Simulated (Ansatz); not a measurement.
# Kohn anomalies in TiRh (P4/mmm)

Aim: see how the phonons of TiRh (P4/mmm) along the first symmetry line respond to the electronic smearing. The first relaxation steps of the session are not shown, so no cell shown is the starting entry, unless a step says so.

Method: DFT PBEsol, scalar-relativistic, plane waves, PAW; PAW set soft_1, in Ansatz 0.2.0.

**1. The cell after earlier relaxation steps**

The structure is tetragonal, space group P4/mmm (No. 123). Conventional cell: a = 2.924 Å, b = 2.924 Å, c = 3.376 Å, α = 90.00°, β = 90.00°, γ = 90.00°. Nearest to Ti lie 8 Rh at 2.67 Å and 4 Ti at 2.92 Å. Nearest to Rh lie 8 Ti at 2.67 Å and 4 Rh at 2.92 Å. Farther neighbours are not listed.

**2. Relaxing tightly for phonons**

Residual forces and stress shift phonon frequencies, so the cell is relaxed again, with tight thresholds and the mesh and smearing of this input. Earlier relaxation steps are not shown.

input.yaml

```yaml
crystal:
  lattice:
    - [2.9236333215, 0.0, 0.0]
    - [0.0, 2.9236333215, 0.0]
    - [0.0, 0.0, 3.3761040127]
  atoms:
    - { symbol: Ti, position: [0.5, 0.5, 0.5] }
    - { symbol: Rh, position: [0.0, 0.0, 0.0] }
kpoints:
  mp_grid: { grid: [10, 10, 10] }
hamiltonian:
  xc: pbesol
  pseudopotentials: { kind: paw, azcp: { folder: soft_1 }, xc_functional: pbe }
scf:
  occupations: { method: methfessel_paxton, width: 0.2 }
output:
  forces: true
  stress: true
  eigenvalues: true
  write_density: true
  write_potential: true
  elf: true
  volumetric_format: npy
relax:
  adjacent_minimum: "off"
  f_tol: 0.001
  max_steps: 60
  cell: { stress_tol: 0.01 }
```

Command:

```console
$ ansatz run input.yaml --threads 4 --pin off --max-ram 12288MiB --backend cpu --events-out ev --progress --plain --runs-dir out
```

Numbers of over 12 decimals in the logs are rounded to 6 here.

The log of the run:

```text
[the first part of the log is left out]
  E_xc         = -317.496510
  E_vxc        = -399.796153  (∫ρ·V_xc dr)
  E_paw        = -4557.557636  (= ΣΔE_a)
  E_vpaw       = -463.751988  (= ΣTr[D̂ρ^β])
  E_aug_tail   = -0.000086  (compensation charges beyond the density's cutoff)
  E_ewald      = -3650.311253
  E_core_change = 0.415585  (= ΣΔE_core)
  E_smearing   = -0.001553  (= −TS)
  E_closure    = -0.000000  (closes the sum)
  Σ components = -8814.188896   (vs F -8814.188896, Δ=0.00e0)
--- Forces (eV/Å), atoms counted from 1 ---
  atom   1  Ti     0.00000000     0.00000000     0.00000000
  atom   2  Rh     0.00000000     0.00000000     0.00000000
  max |Σ_I F_I| component: 0.00e0 eV/Å
--- Stress (GPa, compression-positive) ---
       -0.000041       0.000000       0.000000
        0.000000      -0.000041       0.000000
        0.000000       0.000000       0.000197
  P = ⅓ Tr σ = 0.0000 GPa (0.000 kbar)
--- Band table (eV; the first three rows and the last of 126) ---
  k-point 0: bands = ["-59.8008", "-38.0541", "-27.7065", "-27.6434", "-27.6434", "-14.3675", "-14.2325", "-14.2325", "11.4730", "13.6011", "13.7730", "16.5298", "16.5298", "17.4047", "19.2521", "20.3956", "21.7517", "21.8834", "21.8834"]
  k-point 1: bands = ["-59.8006", "-38.0540", "-27.7084", "-27.6430", "-27.6430", "-14.3786", "-14.2330", "-14.2330", "11.6382", "13.7007", "13.8383", "16.5496", "16.5496", "17.4365", "19.1193", "20.3485", "21.6649", "21.6649", "21.6988"]
  k-point 2: bands = ["-59.8002", "-38.0538", "-27.7132", "-27.6419", "-27.6419", "-14.4074", "-14.2344", "-14.2344", "12.1103", "13.9776", "14.0233", "16.6075", "16.6075", "17.5231", "18.7623", "20.1646", "21.1477", "21.1477", "21.5574"]
  k-point 125: bands = ["-59.7732", "-37.9693", "-27.7922", "-27.7922", "-27.7024", "-14.5503", "-14.5503", "-14.4024", "14.5730", "15.1129", "15.1129", "16.8517", "17.4877", "17.4877", "17.9573", "18.7869", "21.3550", "22.1523", "27.9977"]
--- Relaxed structure (3 steps of the walk, 3 accepted, 1 SCFs on fresh bases) ---
  F+E_penalty+E_count = -8814.18889575 eV   max|allowed force component| = 0.000e0 eV/Å   (the final SCF, on the basis selected at the relaxed cell)
  cell:  # Å, volume = 28.8523 Å³
    - [2.922819, 0, 0.0]
    - [0, 2.922819, 0.0]
    - [0.0, 0.0, 3.377354]
  atoms:
    - { symbol: Ti, position: [0.5, 0.5, 0.5] }
    - { symbol: Rh, position: [0, 0, 0.0] }
```

Run time: 4.4 s. Hardware: 4 threads of Arm Neoverse V1, shared host; peak memory 0.39 GiB; 16 s of CPU time.

Little changed from the start: no atom moved by 0.005 Å and no cell edge by 0.1 %.

This step gave:

```
pressure          : 3.84e-5 GPa
volume per atom   : 14.43 Å³/atom
metallic on mesh  : yes
gap on the k-mesh : 0 eV
```

Electrostatic potential energy in the ac plane at fractional y = 0.000, with atoms of Rh within 0.2 Å of it. With pseudopotentials it is smooth inside the atoms' cores, unlike the true potential.

Values in eV, 16 rows by 15 columns, each cell a mean:
```
-62 -62 -51 -35 -13   8  17  19  19  17   8 -13 -35 -51 -62
-52 -49 -39 -24  -3  12  18  20  20  18  12  -3 -24 -39 -49
-33 -30 -21  -7   8  16  19  20  20  19  16   8  -7 -21 -30
 -9  -7   0   9  15  18  19  20  20  19  18  15   9   0  -7
 11  12  14  17  18  19  19  19  19  19  19  18  17  14  12
 18  19  19  19  19  19  19  19  19  19  19  19  19  19  19
 21  21  21  20  20  19  18  18  18  18  19  20  20  21  21
 21  21  21  21  20  19  18  18  18  18  19  20  21  21  21
 21  21  21  20  20  19  18  18  18  18  19  20  20  21  21
 19  19  19  19  19  19  19  19  19  19  19  19  19  19  19
 11  12  15  17  18  19  19  19  19  19  19  18  17  15  12
 -8  -5   1  10  15  18  19  20  20  19  18  15  10   1  -5
-32 -29 -20  -6   8  16  19  20  20  19  16   8  -6 -20 -29
-51 -48 -38 -23  -3  12  18  20  20  18  12  -3 -23 -38 -48
-61 -61 -50 -34 -13   8  17  19  19  17   8 -13 -34 -50 -61
-62 -62 -55 -39 -17   6  17  19  19  17   6 -17 -39 -55 -62
```
Columns run along a (2.9 Å; values clipped at the 3rd and 97th percentile), rows up along c (3.4 Å). Atoms in or near the plane, at fractional coordinates: Rh at (0.00, 0.00).

Valence density in the ac plane at fractional y = 0.000, with atoms of Rh within 0.2 Å of it. It is the smooth field of the valence electrons, not physical close to the nuclei.

Ten even steps from '_' (0 e/Å³) to '@' (15 e/Å³):
```
%%##++--..____________..--++##
**++--::________________::--++
--::..____________________..::
....________________________..
______________________________
______________________________
______________________________
______________________________
______________________________
______________________________
______________________________
______________________________
....________________________..
--::..____________________..::
**++--::________________::--++
%%##++--..____________..--++##
@@%%**--..____________..--**%%
```
Columns run along a (2.9 Å), rows up along c (3.4 Å). Atoms in or near the plane, at fractional coordinates: Rh at (0.00, 0.00).

ELF in the ac plane at fractional y = 0.000, with atoms of Rh within 0.2 Å of it. It is the smooth field of the valence electrons, not physical close to the nuclei.

Ten even steps from '_' (0.22) to '@' (0.77):
```
@@@@%%**--____::::____--**%%@@
%%%%##++::____::::____::++##%%
****++--..__..----..__..--++**
----::..__..::----::..__..::--
..____....::--------::....____
____....::::::::::::::::....__
....::::::::........::::::::..
::::::::::..________..::::::::
::::::::::..________..::::::::
....::::::::........::::::::..
____....::::::::::::::::....__
..____....::--------::....____
----::..__..::----::..__..::--
****++--..__..----..__..--++**
%%%%##++::____::::____::++##%%
@@@@%%**--____::::____--**%%@@
@@@@%%**--____....____--**%%@@
```
Columns run along a (2.9 Å), rows up along c (3.4 Å). Atoms in or near the plane, at fractional coordinates: Rh at (0.00, 0.00).

The largest force is now zero by symmetry and the largest stress component 2.0e-4 GPa, small enough for phonons.

**3. Phonons along a line: Fermi–Dirac smearing of 0.1 eV**

The smearing blurs the Fermi surface that screens the phonons; a Fermi–Dirac width is an electronic temperature.

input.yaml

```yaml
crystal:
  lattice:
    - [2.9228186781, 0.0, 0.0]
    - [0.0, 2.9228186781, 0.0]
    - [0.0, 0.0, 3.377353648]
  atoms:
    - { symbol: Ti, position: [0.5, 0.5, 0.5] }
    - { symbol: Rh, position: [0.0, 0.0, 0.0] }
kpoints:
  mp_grid: { grid: [16, 16, 16] }
hamiltonian:
  xc: pbesol
  pseudopotentials: { kind: paw, azcp: { folder: soft_1 }, xc_functional: pbe }
scf:
  occupations: { method: fermi_dirac, width: 0.1 }
output:
  eigenvalues: true
phonons:
  method: dfpt
  qpoints:
    - [0, 0, 0]
    - [0.0, 0.0625, 0.0]
    - [0.0, 0.1875, 0.0]
    - [0.0, 0.3125, 0.0]
    - [0.0, 0.4375, 0.0]
```

The log of the run:

```text
[...]
Crystal: 2 atoms, lattice volume = 28.852 Å³
Basis set: ecut = 420 eV, 575 PW (Γ), exchange–correlation on 40×40×48 points (8 copies of the dense FFT grid, shifted against one another)
Bands: 19, of which v1, the nominal top of the filled ones, is band 15 counted from 1 (14 counted from 0)
Symmetry: 16 space group operations
k-points: 405 of 4096
[...]
SCF iter   1: F=—  HF=-8819.882871 eV  |F-HF|=—  |Δ(HF+E_count)|=         —  Δρ=3.82e-1  dr2=7.03e1  ethr=3.10e-3  ⟨swp⟩=4.7  Hψ=64504  notcnv=0  defer=8
automatic band count: the SCF goes on with 23 bands, as 19 were too few: they end inside the smearing window of the response
[...]
SCF iter   2: F=—  HF=-8817.387172 eV  |F-HF|=—  |Δ(HF+E_count)|=    2.50e0  Δρ=2.96e-1  dr2=4.35e1  ethr=3.10e-3  ⟨swp⟩=2.6  Hψ=19728  notcnv=0  defer=185
[...]
SCF iter  11: F=-8814.225669 eV  HF=-8814.225669 eV  |F-HF|=3.64e-12  |Δ(HF+E_count)|=  3.64e-11  Δρ=7.81e-8  dr2=2.21e-12  ethr=1.00e-12  ⟨swp⟩=6.0  Hψ=38892  notcnv=0
the search or the solves at the SCF's close seem to have found levels that the self-consistency loop had missed (the run counts 3). By its estimate they hold under 1e-12 electrons; where the run keeps them, the occupations were computed again with them
SCF 1 converged in 11 iterations: F = -8814.225669 eV  dr2 = 2.21e-12
[...]
NSCF: frozen V_eff on 405 k-points
WARN: eigensolver did not converge in 7 slots of this pass, the one above among them; of largest residual over every band (k=156): 1 band(s) unlocked (lowest unlocked band 22, counted from 0; max residual 5.44e-6 eV among the unlocked bands, 5.44e-6 eV over every band); of lowest unlocked band (k=4): band 22
[...]
DFPT response loops at q = (0, 0, 0) (fractional): preconditioner auto → Kerker (q_TF=auto, 2.731 Å⁻¹) (partly filled bands, converged f_vac=0.000); β = 1.00, the filter's whole step (`scf.mixing.beta` (0.50) is not read by the response loops under this deck's `scf.mixing.preconditioner`; to damp them name `kerker` or `kerker_dos`, under which they read `scf.mixing.beta`, and type it under 1.00, their step now; both keys bind the ground state too); Broyden in place of MSR1
[...]
SCF converged after 11 iterations
Free energy (F): -8814.225669 eV
[...]
Internal energy: -8814.151025 eV  (E = F + TS)
E sigma→0 (E₀):  -8814.188347 eV
Entropy (-TS):   -0.074643 eV (-37.322 meV/atom)
Fermi energy:    19.010498 eV
[...]
--- Band table (eV; the first three rows and the last of 405) ---
  k-point 0: bands = [... 11 lower, 16.5369, 16.5369, 17.4145, 19.2614, 20.4029, 21.7630, 21.8924, 21.8924, ... 4 higher]
  k-point 1: bands = [... 11 lower, 16.5447, 16.5447, 17.4270, 19.2086, 20.3851, 21.7420, 21.8035, 21.8035, ... 4 higher]
  k-point 2: bands = [... 11 lower, 16.5679, 16.5679, 17.4635, 19.0567, 20.3261, 21.5623, 21.5623, 21.6816, ... 4 higher]
  k-point 404: bands = [... 11 lower, 16.8553, 17.4926, 17.4926, 17.9646, 18.7992, 21.3626, 22.1638, 28.0004, ... 4 higher]
--- Phonons (Γ-DFPT): 4 representative perturbations + reference (Σ response iterations 14) ---
  ASR residual: 1.368e-3 → 0.000e0 eV/Å²; symmetrization residual: 2.763e-6 eV/Å²
  ASR residual per site (eV/Å²): 1.37e-3 7.55e-4
  Γ frequencies (cm⁻¹): 0.00 0.00 0.00 187.10 187.10 199.61
  non-analytic LO–TO correction: not included (Born effective charges unavailable; polar crystals: no LO–TO splitting at Γ)
--- Phonons (arbitrary-q DFPT): 5 explicit q-points ---
  q = [0, 0, 0] (of the zone-centre solve; hermiticity 1.15e-6, symmetrization 1.46e-12): -0.00 -0.00 0.00 187.10 187.10 199.61
  q = [0, 0.0625, 0] (6 solved perturbations on 1296 of 4096 k-point pairs; hermiticity 9.75e-7, symmetrization 2.05e-11): 17.22 18.80 41.49 186.79 189.43 199.84
[...]
sum rule: each row above includes the acoustic sum rule's correction from the zone centre's row sums; it moved no ω² by more than (2.79 cm⁻¹)²
```

It took 6.8 min on 4 threads; peak memory 2.2 GiB.

Each wavevector solved by linear response. Frequency against |q| along the line:

| \|q\| along the line (Å⁻¹) | mode 1 (cm⁻¹) | mode 2 (cm⁻¹) | mode 3 (cm⁻¹) | mode 4 (cm⁻¹) | mode 5 (cm⁻¹) | mode 6 (cm⁻¹) |
| --- | --- | --- | --- | --- | --- | --- |
| 0.000 | 0 | 0 | 0 | 187 | 187 | 200 |
| 0.134 | 17.2 | 18.8 | 41.5 | 187 | 189 | 200 |
| 0.403 | 50.8 | 55.9 | 115 | 183 | 201 | 211 |
| 0.672 | 84.5 | 89.1 | 162 | 169 | 194 | 262 |
| 0.941 | 108 | 113 | 144 | 181 | 184 | 316 |

**4. Phonons along a line: Fermi–Dirac smearing of 0.25 eV**

Each wavevector is solved by itself, so no interpolation smooths a dip of the branch.

Changes to input.yaml since step 3:

```diff
@@ -14,3 +14,3 @@
 scf:
-  occupations: { method: fermi_dirac, width: 0.1 }
+  occupations: { method: fermi_dirac, width: 0.25 }
 output:
```

Wider smearing eases the sum over k-points of a metal but moves the result away from its zero-temperature value.

The log of the run:

```text
band count auto-derived: 21 (N_el = 29.0; filled up to band 15; 19 by the electrons, moments and atoms)
[...]
Crystal: 2 atoms, lattice volume = 28.852 Å³
Basis set: ecut = 420 eV, 575 PW (Γ), exchange–correlation on 40×40×48 points (8 copies of the dense FFT grid, shifted against one another)
Bands: 21, of which v1, the nominal top of the filled ones, is band 15 counted from 1 (14 counted from 0)
Symmetry: 16 space group operations
k-points: 405 of 4096
[...]
SCF iter   1: F=—  HF=-8820.120158 eV  |F-HF|=—  |Δ(HF+E_count)|=         —  Δρ=3.81e-1  dr2=7.04e1  ethr=3.10e-3  ⟨swp⟩=4.7  Hψ=31087  notcnv=0
[...]
SCF iter  11: F=-8814.405130 eV  HF=-8814.405130 eV  |F-HF|=1.82e-12  |Δ(HF+E_count)|=  3.64e-12  Δρ=7.96e-8  dr2=1.49e-12  ethr=1.00e-12  ⟨swp⟩=5.1  Hψ=33524  notcnv=0
SCF 1 converged in 11 iterations: F = -8814.405130 eV  dr2 = 1.49e-12
[...]
SCF converged after 11 iterations
Free energy (F): -8814.405130 eV
[...]
Internal energy: -8813.997495 eV  (E = F + TS)
E sigma→0 (E₀):  -8814.201313 eV
Entropy (-TS):   -0.407635 eV (-203.818 meV/atom)
Fermi energy:    18.948749 eV
[...]
--- Band table (eV; the first three rows and the last of 405) ---
  k-point 0: bands = [... 11 lower, 16.5463, 16.5463, 17.4316, 19.2960, 20.4301, 21.8086, 21.9324, 21.9324, ... 2 higher]
  k-point 1: bands = [... 11 lower, 16.5539, 16.5539, 17.4442, 19.2430, 20.4121, 21.7876, 21.8431, 21.8431, ... 2 higher]
  k-point 2: bands = [... 11 lower, 16.5767, 16.5767, 17.4805, 19.0906, 20.3519, 21.6011, 21.6011, 21.7273, ... 2 higher]
  k-point 404: bands = [... 11 lower, 16.8712, 17.5174, 17.5174, 17.9612, 18.8178, 21.4064, 22.2153, 27.9997, ... 2 higher]
[...]
ASR residual: 4.114e-3 → 0.000e0 eV/Å²; symmetrization residual: 3.014e-6 eV/Å²
  ASR residual per site (eV/Å²): 4.11e-3 1.47e-3
  Γ frequencies (cm⁻¹): 0.00 0.00 0.00 184.19 184.19 202.57
[...]
--- Phonons (arbitrary-q DFPT): 5 explicit q-points ---
[...]
```

It took 7.4 min on 4 threads; peak memory 2.2 GiB; 28 min of CPU time.

Each wavevector solved by linear response. Frequency against |q| along the line:

| \|q\| along the line (Å⁻¹) | mode 1 (cm⁻¹) | mode 2 (cm⁻¹) | mode 3 (cm⁻¹) | mode 4 (cm⁻¹) | mode 5 (cm⁻¹) | mode 6 (cm⁻¹) |
| --- | --- | --- | --- | --- | --- | --- |
| 0.000 | 0 | 0 | 0 | 184 | 184 | 203 |
| 0.134 | 17.5 | 20.2 | 41.4 | 184 | 187 | 202 |
| 0.403 | 51.7 | 59.4 | 114 | 180 | 201 | 213 |
| 0.672 | 85.3 | 94.6 | 162 | 167 | 194 | 266 |
| 0.941 | 116 | 118 | 145 | 182 | 184 | 313 |

Against step 3 (now smearing width 0.25 eV), the free energy moves by -89.7 meV an atom.

(Continued in part 2 of 2.)

[Logs are printed without paths, hosts, clocks, repeated set-up lines and the standing remarks that a program may print on its own settings, such as how far it seeks lower states.]

[Hosts, paths, dates, database ids (printed as entryN), source tags and the programs' standing remarks are cut or masked in the printed files.]
